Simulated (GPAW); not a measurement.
# SnCCl2 (chair-type functionalised monolayer): G0W0 on several meshes in GPAW

How does the mesh move the gap of SnCCl2 (chair-type functionalised monolayer)?

Main program and level: GPAW 26.7.0; PBE and many-body steps on it, plane waves.

### Step 1. Set-up

The cell holds 4 atoms: 1 C, 1 Sn and 2 Cl. Its edges and angles: a = 3.699 Å, b = 3.699 Å, c = 15.700 Å, α = 90.0°, β = 90.0°, γ = 120.0°. Vacuum lies along c.

Structure file:

```
C Sn Cl
1.0
     3.69914    0.00000    0.00000
    -1.84957    3.20355    0.00000
     0.00000    0.00000   15.70000
C Sn Cl
1 1 2
Cartesian
  0.0000 2.1357 8.4529
  1.8496 1.0679 7.7902
  0.0000 2.1357 10.2750
  1.8496 1.0679 5.4589
```

The structure was relaxed with PBE. The runs that relaxed it are not among those shown.

### Step 2. Empty states on the mesh, 9×9×1 mesh, 206 bands

This step: GPAW 26.7.0; DFT, PBE, plane waves, PAW.

The sums over transitions need many empty states on a uniform mesh; this step solves for them.

Input file run.py:

```python
import json
import numpy as np
from gpaw.mpi import world
from gpaw import GPAW

calc = GPAW('gs.gpw').fixed_density(kpts={'size': (9, 9, 1), 'gamma': True},
    nbands=240,
    convergence={'bands': 206},
    txt='nscf.txt')
calc.write('full.gpw', mode='all')
res = {}
kpts = calc.get_ibz_k_points()
res['kpts'] = kpts
res['eigenvalues'] = [calc.get_eigenvalues(kpt=k) for k in range(len(kpts))]
res['n_electrons'] = calc.get_number_of_electrons()

if world.rank == 0:
    with open('result.json', 'w') as f:
        json.dump(res, f, default=lambda x: x.tolist())
```

On the command line:

```
$ mpirun -n 4 gpaw python run.py
```

Numbers of over 12 decimals in the logs are rounded to 6 here.

What it wrote:

```text
Diagonalizing LCAO Hamiltonian
Converting LCAO to pw mode
convergence criteria:
- Maximum integral of absolute [eigenst]ate change: 4e-08 eV^2 / valence electron
maximum number of iterations: 100

SCF iterations
|iter     |     time |      energy | eigst |  dens |
|iter:   1|  |             | +4.40 |       |
|iter:   2|  |             | +3.19 |       |
|iter:   3|  |             | +2.09 |       |
[...]
|iter:  15|  |             | -7.06 |       |
|iter:  16|  |             | -7.39 |       |
|iter:  17|  |             | -7.69c|       |
SCF steps: 17
  __  _  _
 | _ |_)|_||  |
 |__||  | ||/\| - 26.7.0

Input parameters:
  mode=PW(ecut=600.0),
  convergence={'bands': 206},
  gpts=array([21, 21, 90]),
  kpts=MonkhorstPack(size=(9, 9, 1), gamma=True),
  maxiter=100,
  nbands=240,
  occupations=Occupations(name='fermi-dirac', width=0.001, fixmagmom=False),
  parallel={},
  xc=XC(name='PBE')
# Writing to full.gpw (mode='all')
  [... matrices ...]

timing:  # [seconds]
  Total: 0.089  # ━━━━━━━━━━━━━━━━━━━━━━━━━━━━━━━━━━━━━━━━━━━━━━━━━━━━━━━━━━━
```

Elapsed: 3 min, on 4 MPI ranks of Arm Neoverse V1, shared host; peak memory 1.5 GiB.

Numbers from this step:

```yaml
gap: 0.8705 eV
k_of_the_valence_top: 0, 0, 0
k_of_the_conduction_bottom: 0, 0, 0
least_direct_gap: 0.8705 eV
k_points_computed: 12
lowest_point_of_the_top_converged_band_above_the_valence_top: 57.6531 eV
```

On this mesh the gap is 0.871 eV.

### Step 3. 9×9×1

G0W0 replaces the xc potential by the self-energy, built once from these orbitals. Only a window of levels is corrected, while the sums run over the empty bands that the input names.

This step: G0W0 on PBE, plane waves, PAW.

Input file run.py:

```python
import json
import numpy as np
from gpaw.mpi import world
from gpaw.response.g0w0 import G0W0

gw = G0W0('full.gpw',
    filename='gw',
    kpts=[0],
    bands=(14, 18),
    ecut=36,
    nbands=91,
    truncation='2D',
    integrate_gamma='sphere',
    q0_correction=True,
    frequencies={'type': 'nonlinear', 'domega0': 0.15, 'omega2': 15.0},
    eta=0.1,
    nblocksmax=True)
gw.calculate()
res = {mode: {k: v for k, v in r.items() if k != 'sigma_eskwn'}
       for mode, r in gw.all_results.items()}

if world.rank == 0:
    with open('result.json', 'w') as f:
        json.dump(res, f, default=lambda x: x.tolist())
```

On the command line:

```
$ mpirun -n 4 gpaw python run.py
```

What it wrote:

```text
Using integrator: PointIntegrator
NonLinearFrequencyDescriptor(from 0.000 to 54.458 eV, 146 points)
Nonperiodic BCs:  [False False  True]
Using integrator: PointIntegrator
NonLinearFrequencyDescriptor(from 0.000 to 54.458 eV, 146 points)
Nonperiodic BCs:  [False False  True]
Applying analytical 2D correction to W:
    Evaluating Gamma point contribution to W on a 19x19x1 grid
  ___  _ _ _
 |   || | | |
 | | || | | |
 |__ ||_____|
 |___|

BZ k-points: Symmetries present (total): 6

  [... matrices ...]
81 k-points: 9 x 9 x 1 Monkhorst-Pack grid
12 k-points in the irreducible part of the Brillouin zone
       k-points in crystal coordinates                weights
   0:     0.00000000    0.00000000    0.00000000          1/81
   1:     0.11111111    0.00000000    0.00000000          6/81
   2:     0.22222222   -0.11111111    0.00000000          6/81
   3:     0.22222222    0.00000000    0.00000000          6/81
   4:     0.33333333   -0.11111111    0.00000000         12/81
   5:     0.33333333    0.00000000    0.00000000          6/81
   6:     0.33333333    0.33333333    0.00000000          2/81
   7:     0.44444444   -0.22222222    0.00000000          6/81
   8:     0.44444444   -0.11111111    0.00000000         12/81
   9:     0.44444444    0.00000000    0.00000000          6/81
          ...
  11:     0.44444444    0.44444444    0.00000000          6/81

Distributing spins, k-points and bands (1 x 1 x 4) over 1 process
Number of blocks: 4

Quasi particle states:
k-points (IBZ indices): [0]
Band range: (14, 18)
  [... matrices ...]
Computational parameters:
Plane wave cut-off: 36 eV
Number of bands: 91
Coulomb cutoff: 2D
Broadening: 0.1 eV

fxc modes: GW
Kernel: RPA
Using full-frequency real axis integration
Summing all q:

Calculating screened Coulomb potential
2D Coulomb truncation
NonLinearFrequencyDescriptor(from 0.000 to 54.458 eV, 146 points)
Removing empty qpoint cache files...

Calculating chi0 body with:
    Ground state adapter containing:
    Number of spins: 1
    Number of kpoints: 81
    Number of irreducible kpoints: 12
    Number of completely occupied states: 16
    Number of partially occupied states: 16
    Occupied states memory: 9.68994140625 M / cpu

    Linear response parametrization:
    q_c: [0.0, 0.0, 0.0]
    Number of frequency points: 146
    Planewave cutoff: 36.0
    Number of bands: 91
    Number of planewaves: 81
    Broadening (eta): 0.1
    comm.size: 4
    kncomm.size: 1
    blockcomm.size: 4

    Memory estimate of potentially large arrays:
        chi0_wGG: 3.654121 M / cpu
Integrating chi0 body.

Symmetries of q_c:
    Direct symmetries (Uq -> q): 6
    Indirect symmetries (TUq -> q): 6
In total 12 allowed symmetries.

  [... matrices ...]
12 groups of equivalent kpoints. 85.185185% reduction.

Integral kind: spectral function
Integrating chi0 head and wings.

Symmetries of q_c:
    Direct symmetries (Uq -> q): 6
    Indirect symmetries (TUq -> q): 6
In total 12 allowed symmetries.

  [... matrices ...]
12 groups of equivalent kpoints. 85.185185% reduction.

Integral kind: spectral function wings

Calculating chi0 body with:
    Ground state adapter containing:
    Number of spins: 1
    Number of kpoints: 81
    Number of irreducible kpoints: 12
    Number of completely occupied states: 16
    Number of partially occupied states: 16
    Occupied states memory: 9.68994140625 M / cpu

[... the further q-points ...]

Results:
f:      Occupation numbers
eps:     KS-eigenvalues [eV]
vxc:     KS vxc [eV]
exx:     Exact exchange [eV]
sigma:   Self-energies [eV]
dsigma:  Self-energy derivatives
Z:       Renormalization factors
qp:      QP-energies [eV]

k-point 0 (0): (0.000, 0.000, 0.000)                GW
band       f     eps     vxc     exx   sigma  dsigma       Z      qp
                                                                   GW
  14   1.000  -1.570 -16.746 -19.127   2.132  -0.363   0.734  -1.753
  15   1.000  -1.570 -16.746 -19.127   2.132  -0.363   0.734  -1.753
  16   0.000  -0.699 -14.779 -10.931  -2.197  -0.340   0.746   0.533
  17   0.000   0.982 -12.727  -8.268  -2.809  -0.341   0.746   2.212
```

Elapsed: 3 min, on 4 MPI ranks; peak memory 2.7 GiB.

Numbers from this step:

* G0W0 gap on the points computed: 2.285 eV
* least direct G0W0 gap on the computed points: 2.285 eV
* Z at the valence top: 0.7339
* Z at the conduction bottom: 0.7464
* starting gap on the mesh: 0.8705 eV
* k of the valence top: 0, 0, 0
* k of the conduction bottom: 0, 0, 0

The gap on the mesh goes from 0.87 eV to 2.29 eV, a correction of +1.41 eV.

### Step 4. Empty states on the mesh, 6×6×1 mesh, 101 bands

This step: DFT, PBE, plane waves, PAW.

Input file run.py:

```python
import json
import numpy as np
from gpaw.mpi import world
from gpaw import GPAW

calc = GPAW('gs.gpw').fixed_density(kpts={'size': (6, 6, 1), 'gamma': True},
    nbands=117,
    convergence={'bands': 101},
    txt='nscf.txt')
calc.write('full.gpw', mode='all')
res = {}
kpts = calc.get_ibz_k_points()
res['kpts'] = kpts
res['eigenvalues'] = [calc.get_eigenvalues(kpt=k) for k in range(len(kpts))]
res['n_electrons'] = calc.get_number_of_electrons()

if world.rank == 0:
    with open('result.json', 'w') as f:
        json.dump(res, f, default=lambda x: x.tolist())
```

On the command line:

```
$ mpirun -n 4 gpaw python run.py
```

What it wrote:

```text
Diagonalizing LCAO Hamiltonian
Converting LCAO to pw mode
convergence criteria:
- Maximum integral of absolute [eigenst]ate change: 4e-08 eV^2 / valence electron
maximum number of iterations: 100

SCF iterations
|iter     |     time |      energy | eigst |  dens |
|iter:   1|  |             | +3.98 |       |
|iter:   2|  |             | +2.68 |       |
|iter:   3|  |             | +1.63 |       |
[...]
|iter:  14|  |             | -7.14 |       |
|iter:  15|  |             | -7.34 |       |
|iter:  16|  |             | -7.90c|       |
SCF steps: 16
  __  _  _
 | _ |_)|_||  |
 |__||  | ||/\| - 26.7.0

Input parameters:
  mode=PW(ecut=600.0),
  convergence={'bands': 101},
  gpts=array([21, 21, 90]),
  kpts=MonkhorstPack(size=(6, 6, 1), gamma=True),
  maxiter=100,
  nbands=117,
  occupations=Occupations(name='fermi-dirac', width=0.001, fixmagmom=False),
  parallel={},
  xc=XC(name='PBE')
# Writing to full.gpw (mode='all')
  [... matrices ...]

timing:  # [seconds]
  Total: 0.045  # ━━━━━━━━━━━━━━━━━━━━━━━━━━━━━━━━━━━━━━━━━━━━━━━━━━━━━━━━━━━
```

Run time: 46 s. Hardware: 4 MPI ranks; peak memory 1.1 GiB; 3.1 min of CPU time.

This step gave:

| Item | Value |
| --- | --- |
| gap | 0.8705 eV |
| k of the valence top | 0, 0, 0 |
| k of the conduction bottom | 0, 0, 0 |
| least direct gap | 0.8705 eV |
| k points computed | 7 |
| lowest point of the top converged band, above the valence top | 33.92 eV |

On this mesh the gap is 0.871 eV.

### Step 5. 6×6×1

This step: G0W0 on PBE, plane waves, PAW.

Input file run.py:

```python
import json
import numpy as np
from gpaw.mpi import world
from gpaw.response.g0w0 import G0W0

gw = G0W0('full.gpw',
    filename='gw',
    kpts=[0],
    bands=(14, 18),
    ecut=36,
    nbands=91,
    truncation='2D',
    integrate_gamma='sphere',
    q0_correction=True,
    frequencies={'type': 'nonlinear', 'domega0': 0.15, 'omega2': 15.0},
    eta=0.1,
    nblocksmax=True)
gw.calculate()
res = {mode: {k: v for k, v in r.items() if k != 'sigma_eskwn'}
       for mode, r in gw.all_results.items()}

if world.rank == 0:
    with open('result.json', 'w') as f:
        json.dump(res, f, default=lambda x: x.tolist())
```

On the command line:

```
$ mpirun -n 4 gpaw python run.py
```

What it wrote:

```text
Using integrator: PointIntegrator
NonLinearFrequencyDescriptor(from 0.000 to 54.458 eV, 146 points)
Nonperiodic BCs:  [False False  True]
Using integrator: PointIntegrator
NonLinearFrequencyDescriptor(from 0.000 to 54.458 eV, 146 points)
Nonperiodic BCs:  [False False  True]
Applying analytical 2D correction to W:
    Evaluating Gamma point contribution to W on a 27x27x1 grid
  ___  _ _ _
 |   || | | |
 | | || | | |
 |__ ||_____|
 |___|

BZ k-points: Symmetries present (total): 6

  [... matrices ...]
36 k-points: 6 x 6 x 1 Monkhorst-Pack grid + [1/12,1/12,0.000000]
7 k-points in the irreducible part of the Brillouin zone
       k-points in crystal coordinates                weights
   0:     0.00000000    0.00000000    0.00000000          1/36
   1:     0.16666667    0.00000000    0.00000000          6/36
   2:     0.33333333   -0.16666667    0.00000000          6/36
   3:     0.33333333    0.00000000    0.00000000          6/36
   4:     0.33333333    0.33333333    0.00000000          2/36
   5:     0.50000000    0.33333333    0.00000000         12/36
   6:     0.50000000    0.50000000    0.00000000          3/36

Distributing spins, k-points and bands (1 x 1 x 4) over 1 process
Number of blocks: 4

Quasi particle states:
k-points (IBZ indices): [0]
Band range: (14, 18)
  [... matrices ...]
Computational parameters:
Plane wave cut-off: 36 eV
Number of bands: 91
Coulomb cutoff: 2D
Broadening: 0.1 eV

fxc modes: GW
Kernel: RPA
Using full-frequency real axis integration
Summing all q:

Calculating screened Coulomb potential
2D Coulomb truncation
NonLinearFrequencyDescriptor(from 0.000 to 54.458 eV, 146 points)
Removing empty qpoint cache files...

Calculating chi0 body with:
    Ground state adapter containing:
    Number of spins: 1
    Number of kpoints: 36
    Number of irreducible kpoints: 7
    Number of completely occupied states: 16
    Number of partially occupied states: 16
    Occupied states memory: 9.68994140625 M / cpu

    Linear response parametrization:
    q_c: [1.3877787807814457e-17, 1.3877787807814457e-17, 0.0]
    Number of frequency points: 146
    Planewave cutoff: 36.0
    Number of bands: 91
    Number of planewaves: 81
    Broadening (eta): 0.1
    comm.size: 4
    kncomm.size: 1
    blockcomm.size: 4

    Memory estimate of potentially large arrays:
        chi0_wGG: 3.654121 M / cpu
Integrating chi0 body.

Symmetries of q_c:
    Direct symmetries (Uq -> q): 6
    Indirect symmetries (TUq -> q): 6
In total 12 allowed symmetries.

  [... matrices ...]
7 groups of equivalent kpoints. 80.555556% reduction.

Integral kind: spectral function
Integrating chi0 head and wings.

Symmetries of q_c:
    Direct symmetries (Uq -> q): 6
    Indirect symmetries (TUq -> q): 6
In total 12 allowed symmetries.

  [... matrices ...]
7 groups of equivalent kpoints. 80.555556% reduction.

Integral kind: spectral function wings

Calculating chi0 body with:
    Ground state adapter containing:
    Number of spins: 1
    Number of kpoints: 36
    Number of irreducible kpoints: 7
    Number of completely occupied states: 16
    Number of partially occupied states: 16
[... the further q-points ...]

Results:
f:      Occupation numbers
eps:     KS-eigenvalues [eV]
vxc:     KS vxc [eV]
exx:     Exact exchange [eV]
sigma:   Self-energies [eV]
dsigma:  Self-energy derivatives
Z:       Renormalization factors
qp:      QP-energies [eV]

k-point 0 (0): (0.000, 0.000, 0.000)                GW
band       f     eps     vxc     exx   sigma  dsigma       Z      qp
                                                                   GW
  14   1.000  -1.570 -16.746 -19.196   2.245  -0.416   0.706  -1.714
  15   1.000  -1.570 -16.746 -19.196   2.245  -0.416   0.706  -1.714
  16   0.000  -0.699 -14.779 -10.802  -2.358  -0.414   0.707   0.445
  17   0.000   0.982 -12.727  -8.264  -2.874  -0.408   0.710   2.110
```

Elapsed: 49 s, on 4 MPI ranks; peak memory 1.9 GiB.

Numbers from this step:

```
G0W0 gap on the points computed              : 2.160 eV
least direct G0W0 gap on the computed points : 2.160 eV
Z at the valence top                         : 0.7060
Z at the conduction bottom                   : 0.7073
starting gap on the mesh                     : 0.8705 eV
k of the valence top                         : 0, 0, 0
k of the conduction bottom                   : 0, 0, 0
```

Against G0W0 in GPAW (9×9×1 mesh, 91 bands, screening to 36 eV, full frequency, Hilbert transform), the gap moves by −0.126 eV.

### Step 6. The runs together

Times are wall times on 4 MPI ranks of Arm Neoverse V1, shared host, good to a factor of about two.

| run | mesh | bands | screening cutoff (eV) | DFT gap (eV) | gap on the mesh (eV) | direct (eV) | time |
| --- | --- | --- | --- | --- | --- | --- | --- |
| 9×9×1 | 9×9×1 | 91 | 36 | 0.871 | 2.285 | 2.285 | 3 min |
| 6×6×1 | 6×6×1 | 91 | 36 | 0.871 | 2.160 | 2.160 | 49 s |

### Step 7. Results

```json
{
 "9×9×1": "2.285 eV",
 "6×6×1": "2.160 eV",
 "known limits": "not at the basis limit; no spin-orbit coupling"
}
```

6×6×1: −0.126 eV against 9×9×1. Bands and cutoff are finite, so the gap is not at the basis limit. The miss can reach some tenths of an eV and take either sign; the mesh is an error of its own. These stock PAW sets were not made for GW. In the G0W0 runs levels were corrected at 1 k point alone, so a gap called «on the mesh» is the least over those, and an edge elsewhere would be missed. Mesh or cutoff lie under what a gap needs, so these runs test behaviour and cost; their gaps are not to be quoted. The many-body steps are scalar-relativistic: spin-orbit coupling is not in them.

[Paths, hosts, dates, memory and timing lines, banners, echoed tables and standing remarks are left out of the program output.]

[Logs are printed without paths, hosts, clocks, repeated set-up lines and the standing remarks that a program may print on its own settings, such as how far it seeks lower states.]

[Runs of the session that timed out or met a known fault of the program may be left out.]

[Hosts, paths, dates, database ids (printed as entryN), source tags and the programs' standing remarks are cut or masked in the printed files.]
